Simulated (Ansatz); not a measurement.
# PtC (model cell, started as wurtzite): following an unstable mode, part 2 of 2

Aim: this structure of PtC (model cell, started as wurtzite) is to be tested for unstable modes, and one is followed downhill.

Ansatz 0.2.0; DFT LDA, scalar-relativistic, plane waves, PAW.

So far, highest frequency on the path or at a solved wavevector (cm⁻¹): step 2 (the dispersion) 645. Also lowest frequency on the path (cm⁻¹): step 2 -94.5.

The structure was built from a prototype and need not be the compound's stable phase.

### 4. The mode frozen in, largest atomic shift 0.14 Å

The atoms are moved along the unstable eigenvector, the largest shift by 0.14 Å, with the cell fixed.

input.yaml reads:

```yaml
crystal:
  lattice:
    - [-3.1586945837, 0.0, 0.0]
    - [0.0, 0.0, -5.7777226655]
    - [-1.5793472918, -8.2065292568, 0.0]
  atoms:
    - { symbol: Pt, position: [0.7830511034, 1.0007283704, 0.4338977932] }
    - { symbol: Pt, position: [0.4434227485, 0.9805431831, 0.113154503] }
    - { symbol: Pt, position: [0.1068596727, 0.9965672173, 0.7862806546] }
    - { symbol: Pt, position: [0.2232440822, 0.4805431114, 0.5535118356] }
    - { symbol: Pt, position: [0.8836155077, 0.5007280945, 0.2327689847] }
    - { symbol: Pt, position: [0.5598071139, 0.4965668326, 0.8803857722] }
    - { symbol: C, position: [0.7716690441, 0.6492987583, 0.4566619117] }
    - { symbol: C, position: [0.4459034194, 0.6085143986, 0.1081931611] }
    - { symbol: C, position: [0.1157606482, 0.6393489802, 0.7684787037] }
    - { symbol: C, position: [0.2207630619, 0.1085142272, 0.5584738761] }
    - { symbol: C, position: [0.8949976775, 0.1492982273, 0.210004645] }
    - { symbol: C, position: [0.5509058743, 0.1393482031, 0.8981882514] }
kpoints:
  mp_grid: { grid: [10, 6, 10] }
hamiltonian:
  xc: lda
scf:
  occupations: { method: methfessel_paxton, width: 0.15 }
output:
  forces: true
  stress: true
  eigenvalues: true
```

Run with:

```
$ ansatz run input.yaml --threads 4 --pin off --max-ram 7168MiB --backend cpu --events-out ev --progress --plain --runs-dir out
```

Numbers of over 12 decimals in the logs are rounded to 6 here.

What it wrote:

```text
[...]
k-point 0: bands = [... 62 lower, 15.0336, 16.2531, 16.6053, 17.9460, 17.9761, 18.5065, 18.5747, 19.3644, ... 10 higher]
  k-point 1: bands = [... 62 lower, 15.0725, 15.9915, 16.8851, 17.6733, 17.9329, 18.2485, 19.0116, 19.3539, ... 10 higher]
  k-point 2: bands = [... 62 lower, 15.0425, 15.7172, 17.0069, 17.4045, 17.5711, 18.5197, 19.0344, 19.5207, ... 10 higher]
  k-point 123: bands = [... 62 lower, 15.0322, 15.0322, 15.4140, 15.4140, 17.0649, 17.0649, 17.2784, 17.2784, ... 10 higher]
[key lines of the parts left out:]
SCF converged after 8 iterations
Free energy (F): -74916.563065 eV
Fermi energy:    16.984949 eV
P = ⅓ Tr σ = -1.6465 GPa (-16.465 kbar)
```

Wall time 19 s (4 threads of Intel Xeon Platinum 8488C (Sapphire Rapids), shared host); peak memory 1.3 GiB.

Numbers from this step:

| Property | Result |
| --- | --- |
| pressure | -1.646 GPa |
| energy from the undistorted cell | -8.319 meV/atom |

The energy, extrapolated to zero smearing, is -8.32 meV/atom against the undistorted cell.

The run ends at a pressure of -1.65 GPa, with forces up to 0.31 eV/Å.

### 5. Energy along the mode, all amplitudes (two of the runs are shown above)

An imaginary frequency means negative curvature, so the energy should fall and then rise again as anharmonic terms take over.

Numbers from this step:

| Quantity | Value |
| --- | --- |
| depth at the lowest point sampled | 8.319 meV/atom |
| largest atomic shift at that point | 0.14 Å |

Energy from the parent against largest shift of an atom, one sign:

```tsv
largest shift of an atom, one sign (Å)	energy from the parent (meV/atom)
0.000	0
0.040	-0.98
0.080	-3.61
0.140	-8.32
0.220	-5.87
0.320	31.1
```

Displacement at unit largest shift by atom:

```tsv
atom	x (Å)	y (Å)	z (Å)	size
Pt1	0.000	0.618	-0.335	0.703
Pt2	0.000	-0.120	0.498	0.512
Pt3	0.000	-0.498	-0.163	0.524
Pt4	0.000	0.120	0.498	0.512
Pt5	0.000	-0.618	-0.335	0.703
Pt6	0.000	0.498	-0.163	0.524
C7	0.000	-0.716	-0.698	1.000
C8	0.000	0.171	0.985	1.000
C9	0.000	0.545	-0.287	0.616
C10	0.000	-0.171	0.985	1.000
C11	0.000	0.716	-0.698	1.000
C12	0.000	-0.545	-0.287	0.616
```

The lowest of the steps tried is at 0.14 Å, 8.32 meV/atom below the parent; the bottom of the well need not coincide with a step.

### 6. Relaxing from the distorted cell

Starting from the lowest point found, all atoms and the cell are let go, so that strain and other modes of the same symmetry can join in.

Edit input.yaml of step 4 so:

```diff
@@ -28 +28,6 @@
   eigenvalues: true
+relax:
+  adjacent_minimum: "off"
+  f_tol: 0.002
+  max_steps: 120
+  cell: { stress_tol: 0.03 }
```

What it wrote:

```text
[...]
Crystal: 12 atoms, lattice volume = 149.770 Å³
Basis set: ecut = 420 eV, 2873 PW (Γ)
Bands: 80, of which v1, the nominal top of the filled ones, is band 66 counted from 1 (65 counted from 0)
Symmetry: 4 space group operations
[...]
k-points: 124 of 600 (time reversal used)
[...]
SCF iter   1: F=—  HF=-74916.627747 eV  |F-HF|=—  |Δ(HF+E_count)|=         —  Δρ=1.19e-2  dr2=3.63e-1  ethr=1.77e-3  ⟨swp⟩=5.6  Hψ=35314  notcnv=0
[...]
SCF iter   8: F=-74916.563065 eV  HF=-74916.563065 eV  |F-HF|=2.88e-9  |Δ(HF+E_count)|=   8.28e-9  S|Δr|=    0.00e0  Δρ=2.47e-6  dr2=1.13e-8  ethr=7.58e-11  ⟨swp⟩=8.7  Hψ=35384  notcnv=0
SCF 1 converged in 8 iterations: F = -74916.563065 eV  dr2 = 1.13e-8
[...]
relax step   1: F+E_penalty+E_count = -74916.56306531 eV  Δ(F+E_penalty+E_count) = +0.000e0 eV  max|allowed force component| = 3.068e-1 eV/Å  Δτ_max = 0.0000 Å  P = -1.646 GPa  Ω = 149.770 Å³  (8 SCF iters, dr2 threshold 1.00e-7 eV, accepted)
Crystal: 12 atoms, lattice volume = 148.301 Å³
Basis set: ecut = 420 eV, 2877 PW (Γ)
[...]
SCF iter   5: F=-74916.619916 eV  HF=-74916.619916 eV  |F-HF|=4.71e-7  |Δ(HF+E_count)|=   1.44e-6  S|Δr|=    0.00e0  Δρ=1.59e-5  dr2=7.93e-7  ethr=9.09e-10  ⟨swp⟩=5.6  Hψ=37023  notcnv=0
SCF 2 converged in 5 iterations: F = -74916.619916 eV  dr2 = 7.93e-7
relax step   2: F+E_penalty+E_count = -74916.61991556 eV  Δ(F+E_penalty+E_count) = -5.685e-2 eV  max|allowed force component| = 2.351e-1 eV/Å  Δτ_max = 0.0238 Å  P = +0.244 GPa  Ω = 148.301 Å³  energy of the carried Pulay correction = +2.674e-3 eV  (5 SCF iters, dr2 threshold 1.20e-6 eV, accepted)
Crystal: 12 atoms, lattice volume = 147.064 Å³
Basis set: ecut = 420 eV, 2857 PW (Γ)
[...]
SCF iter   6: F=-74916.662570 eV  HF=-74916.662570 eV  |F-HF|=1.26e-7  |Δ(HF+E_count)|=   8.63e-7  S|Δr|=    0.00e0  Δρ=8.56e-6  dr2=2.18e-7  ethr=9.09e-10  ⟨swp⟩=5.6  Hψ=36610  notcnv=0
SCF 3 converged in 6 iterations: F = -74916.662570 eV  dr2 = 2.18e-7
[...]
relax step   3: F+E_penalty+E_count = -74916.66257034 eV  Δ(F+E_penalty+E_count) = -4.265e-2 eV  max|allowed force component| = 3.398e-1 eV/Å  Δτ_max = 0.0525 Å  P = +0.864 GPa  Ω = 147.064 Å³  energy of the carried Pulay correction = +4.946e-3 eV  (6 SCF iters, dr2 threshold 1.20e-6 eV, accepted)
[... from here on, the SCF cycles and remarks between the steps are left out ...]
relax step   4: F+E_penalty+E_count = -74916.67887110 eV  Δ(F+E_penalty+E_count) = -1.630e-2 eV  max|allowed force component| = 1.422e-1 eV/Å  Δτ_max = 0.0309 Å  P = +0.294 GPa  Ω = 147.194 Å³  energy of the carried Pulay correction = +4.707e-3 eV  (6 SCF iters, dr2 threshold 1.20e-6 eV, accepted)
relax step   5: F+E_penalty+E_count = -74916.68729480 eV  Δ(F+E_penalty+E_count) = -8.424e-3 eV  max|allowed force component| = 8.603e-2 eV/Å  Δτ_max = 0.0399 Å  P = +0.282 GPa  Ω = 147.024 Å³  energy of the carried Pulay correction = +5.019e-3 eV  (5 SCF iters, dr2 threshold 1.20e-6 eV, accepted)
relax step   6: F+E_penalty+E_count = -74916.69226495 eV  Δ(F+E_penalty+E_count) = -4.970e-3 eV  max|allowed force component| = 1.116e-1 eV/Å  Δτ_max = 0.0555 Å  P = -0.279 GPa  Ω = 146.738 Å³  energy of the carried Pulay correction = +5.548e-3 eV  (7 SCF iters, dr2 threshold 4.63e-7 eV, accepted)
relax step   7: F+E_penalty+E_count = -74916.69383323 eV  Δ(F+E_penalty+E_count) = -1.568e-3 eV  max|allowed force component| = 2.974e-2 eV/Å  Δτ_max = 0.0138 Å  P = -0.040 GPa  Ω = 146.722 Å³  energy of the carried Pulay correction = +5.578e-3 eV  (5 SCF iters, dr2 threshold 7.79e-7 eV, accepted)
relax step   8: F+E_penalty+E_count = -74916.69400467 eV  Δ(F+E_penalty+E_count) = -1.714e-4 eV  max|allowed force component| = 1.080e-2 eV/Å  Δτ_max = 0.0037 Å  P = +0.042 GPa  Ω = 146.682 Å³  energy of the carried Pulay correction = +5.651e-3 eV  (5 SCF iters, dr2 threshold 5.53e-8 eV, accepted)
relax step   9: F+E_penalty+E_count = -74916.69394602 eV  Δ(F+E_penalty+E_count) = +5.864e-5 eV  max|allowed force component| = 7.257e-3 eV/Å  Δτ_max = 0.0026 Å  P = -0.018 GPa  Ω = 146.724 Å³  energy of the carried Pulay correction = +5.574e-3 eV  (5 SCF iters, dr2 threshold 1.77e-8 eV, accepted)
relax step  10: F+E_penalty+E_count = -74916.69399035 eV  Δ(F+E_penalty+E_count) = -4.433e-5 eV  max|allowed force component| = 1.242e-3 eV/Å  Δτ_max = 0.0017 Å  P = -0.006 GPa  Ω = 146.715 Å³  energy of the carried Pulay correction = +5.591e-3 eV  (5 SCF iters, dr2 threshold 6.19e-9 eV, accepted)
relax step  11: F+E_penalty+E_count = -74916.69020742 eV  Δ(F+E_penalty+E_count) = +3.783e-3 eV  max|allowed force component| = 1.689e-3 eV/Å  Δτ_max = 0.0000 Å  P = -0.031 GPa  Ω = 146.715 Å³  stress off target by 8.01e-2 GPa  SCF on the basis re-selected at this cell (its energy is not comparable with the rows above)  (5 SCF iters)
relax step  12: F+E_penalty+E_count = -74916.69031303 eV  Δ(F+E_penalty+E_count) = -1.056e-4 eV  max|allowed force component| = 4.919e-3 eV/Å  Δτ_max = 0.0026 Å  P = -0.000 GPa  Ω = 146.668 Å³  energy of the carried Pulay correction = +8.462e-5 eV  (5 SCF iters, dr2 threshold 1.60e-8 eV, accepted)
relax step  13: F+E_penalty+E_count = -74916.69033117 eV  Δ(F+E_penalty+E_count) = -1.813e-5 eV  max|allowed force component| = 8.387e-4 eV/Å  Δτ_max = 0.0007 Å  P = +0.009 GPa  Ω = 146.666 Å³  energy of the carried Pulay correction = +9.032e-5 eV  (5 SCF iters, dr2 threshold 1.51e-9 eV, accepted)
[...]
SCF iter   5: F=-74916.690245 eV  HF=-74916.690245 eV  |F-HF|=2.91e-11  |Δ(HF+E_count)|=    0.00e0  S|Δr|=    0.00e0  Δρ=3.64e-8  dr2=3.44e-12  ethr=1.00e-12  ⟨swp⟩=4.6  Hψ=28414  notcnv=0
SCF 14 converged in 5 iterations: F = -74916.690245 eV  dr2 = 3.44e-12
relax step  14: F+E_penalty+E_count = -74916.69024519 eV  Δ(F+E_penalty+E_count) = +8.598e-5 eV  max|allowed force component| = 8.274e-4 eV/Å  Δτ_max = 0.0000 Å  P = +0.009 GPa  Ω = 146.666 Å³  stress off target by 1.49e-2 GPa  SCF on the basis re-selected at this cell (its energy is not comparable with the rows above)  (5 SCF iters)
[...]
SCF converged after 5 iterations
[...]
Free energy (F): -74916.690245 eV
[...]
Internal energy: -74916.689099 eV  (E = F + TS)
E sigma→0 (E₀):  -74916.689959 eV
Entropy (-TS):   -0.001146 eV (-0.095 meV/atom)
Fermi energy:    17.485961 eV
[...]
--- Forces (eV/Å), atoms counted from 1 ---
  atom   1  Pt    -0.00000000     0.00063486    -0.00056526
  atom   2  Pt    -0.00000000     0.00007815     0.00009002
  atom   3  Pt     0.00000000    -0.00080258     0.00082720
  atom   4  Pt     0.00000000    -0.00007815     0.00009002
  atom   5  Pt     0.00000000    -0.00063486    -0.00056526
  atom   6  Pt    -0.00000000     0.00080258     0.00082720
  atom   7  C      0.00000000    -0.00014191     0.00070896
  atom   8  C      0.00000000    -0.00034168    -0.00073129
  atom   9  C     -0.00000000    -0.00003055    -0.00033114
  atom  10  C     -0.00000000     0.00034168    -0.00073129
  atom  11  C     -0.00000000     0.00014191     0.00070896
  atom  12  C     -0.00000000     0.00003055    -0.00033114
  max |Σ_I F_I| component: 3.01e-6 eV/Å
--- Stress (GPa, compression-positive) ---
        0.001297      -0.000000       0.000000
       -0.000000       0.009993      -0.000000
        0.000000      -0.000000       0.014880
  P = ⅓ Tr σ = 0.0087 GPa (0.087 kbar)
--- Band table (eV; the first three rows and the last of 124) ---
  k-point 0: bands = [... 62 lower, 15.5029, 16.3852, 16.7133, 18.4046, 18.4382, 18.4857, 18.8809, 19.8667, ... 10 higher]
  k-point 1: bands = [... 62 lower, 15.5108, 16.1311, 16.9187, 18.1427, 18.1783, 18.7103, 19.1643, 19.8729, ... 10 higher]
  k-point 2: bands = [... 62 lower, 15.4447, 15.8689, 16.8894, 17.9330, 18.0192, 18.9531, 19.3996, 19.9691, ... 10 higher]
  k-point 123: bands = [... 62 lower, 15.5964, 15.5964, 16.0350, 16.0350, 17.6121, 17.6121, 17.6904, 17.6904, ... 10 higher]
--- Relaxed structure (12 steps of the walk, 12 accepted, 2 SCFs on fresh bases) ---
  F+E_penalty+E_count = -74916.69024519 eV   max|allowed force component| = 8.274e-4 eV/Å   (the final SCF, on the basis selected at the relaxed cell)
  cell:  # Å, volume = 146.6659 Å³
    - [-3.080270, -9.383612324442343e-12, 2.1376635269688565e-17]
    - [3.9101048498690997e-17, 0, -5.686379]
    - [-1.540135, -8.373455, 1.0688317634817651e-17]
  atoms:
    - { symbol: Pt, position: [0.782340, 1.018211, 0.435319] }
    - { symbol: Pt, position: [0.436340, 0.975475, 0.127321] }
    - { symbol: Pt, position: [0.099996, 0.981523, 0.800009] }
    - { symbol: Pt, position: [0.230327, 0.475475, 0.539346] }
    - { symbol: Pt, position: [0.884326, 0.518211, 0.231347] }
    - { symbol: Pt, position: [0.566671, 0.481523, 0.866658] }
    - { symbol: C, position: [0.772833, 0.669689, 0.454334] }
    - { symbol: C, position: [0.454817, 0.601710, 0.090366] }
    - { symbol: C, position: [0.122340, 0.628391, 0.755320] }
    - { symbol: C, position: [0.211850, 0.101710, 0.576301] }
    - { symbol: C, position: [0.893834, 0.169689, 0.212332] }
    - { symbol: C, position: [0.544327, 0.128391, 0.911347] }
```

It took 4.4 min on 4 threads; peak memory 1.4 GiB.

Relaxation path:

```tsv
step	energy less that of the first step (eV)	largest force component (eV/Å)	pressure (GPa)	volume (Å³)
1	0.0000	0.3068	-1.65	149.77
2	-0.0569	0.2351	0.24	148.30
3	-0.0995	0.3398	0.86	147.06
4	-0.1158	0.1422	0.29	147.19
5	-0.1242	0.0860	0.28	147.02
6	-0.1292	0.1116	-0.28	146.74
7	-0.1308	0.0297	-0.04	146.72
8	-0.1309	0.0108	0.04	146.68
9	-0.1309	0.0073	-0.02	146.72
10	-0.1309	0.0012	-0.01	146.71
11*	-0.1271	0.0017	-0.03	146.71
12	-0.1272	0.0049	0.00	146.67
13	-0.1273	0.0008	0.01	146.67
14*	-0.1272	0.0008	0.01	146.67
```

Relaxation steps marked * repeat the geometry before them on a plane-wave basis chosen anew for their cell, so energy and pressure can jump there.

The run keeps the 4 symmetry operations that it works with, so distortions that break them were not tested.

```tsv
conventional cell, symmetrised	before	after	change
a (Å)	3.159	3.080	-2.5 %
b (Å)	16.413	16.747	+2.0 %
c (Å)	5.778	5.686	-1.6 %
volume (Å³/atom)	12.48	12.22	-2.1 %
```

The atoms that moved most (Å, as changes of fractional coordinates times the final cell):

```tsv
atom	dx	dy	dz	length
C8	0.000	0.149	0.039	0.154
C10	0.000	-0.149	0.039	0.154
Pt3	0.000	-0.115	0.086	0.143
Pt6	0.000	0.115	0.086	0.143
C9	0.000	0.110	0.062	0.127
C12	0.000	-0.110	0.062	0.127
Pt2	0.000	-0.119	0.029	0.122
Pt4	0.000	0.119	0.029	0.122
```

Final coordinates:

```
Pt C
1.0
    -3.08027    0.00000    0.00000
     0.00000    0.00000   -5.68638
    -1.54013   -8.37345    0.00000
Pt C
6 6
Direct
  0.78234 0.01821 0.43532
  0.43634 0.97548 0.12732
  0.10000 0.98152 0.80001
  0.23033 0.47548 0.53935
  0.88433 0.51821 0.23135
  0.56667 0.48152 0.86666
  0.77283 0.66969 0.45433
  0.45482 0.60171 0.09037
  0.12234 0.62839 0.75532
  0.21185 0.10171 0.57630
  0.89383 0.16969 0.21233
  0.54433 0.12839 0.91135
```

This step gave:

| Quantity | Value |
| --- | --- |
| pressure | 0.008723 GPa |
| volume per atom | 12.22 Å³ |

The distorted start has space group Cmc2_1; the relaxation ends in Cmc2_1.

### 7. Summary of results

```json
{
 "unstable mode of the parent": "q = (0, 0.333, 0), 94i cm⁻¹",
 "depth at the lowest point sampled": "8.32 meV/atom",
 "largest atomic shift at that point": "0.14 Å",
 "space group reached (within 0.01 Å)": "Cmc2_1",
 "energy gained over the parent (first relaxation, on the mesh of the frozen mode)": "18.8 meV/atom",
 "volume per atom, phase reached": "12.2 Å³"
}
```

**Reading.** Along this mode the structure falls into Cmc2_1, 18.8 meV/atom below the parent. At the parent's cell the well is 8.319 meV/atom deep on the steps tried, with its lowest point at a shift of 0.14 Å. Relaxing atoms and cell changes the gain by +10.46 meV/atom against the lowest step (energies at zero smearing). The modes of the phase reached were not computed on this path. Of the 4 patterns followed to their end from this parent, this one reaches the lowest energy. Each path keeps the symmetry of its pattern, so a lower phase may lie along a pattern not tried. With no gap, or one that is small against the smearing, the frequencies hang on the k mesh and the smearing, most of all near Kohn anomalies. Spin-orbit coupling is left out, which can matter for the heavy elements here. A phonon run warned that its eigensolver left some bands unconverged in a pass. The starting cell was built on a prototype and not taken from a measurement, so the phase need not exist.

[Logs are printed without paths, hosts, clocks, repeated set-up lines and the standing remarks that a program may print on its own settings, such as how far it seeks lower states.]

[Hosts, paths, dates, database ids (printed as entryN), source tags and the programs' standing remarks are cut or masked in the printed files.]
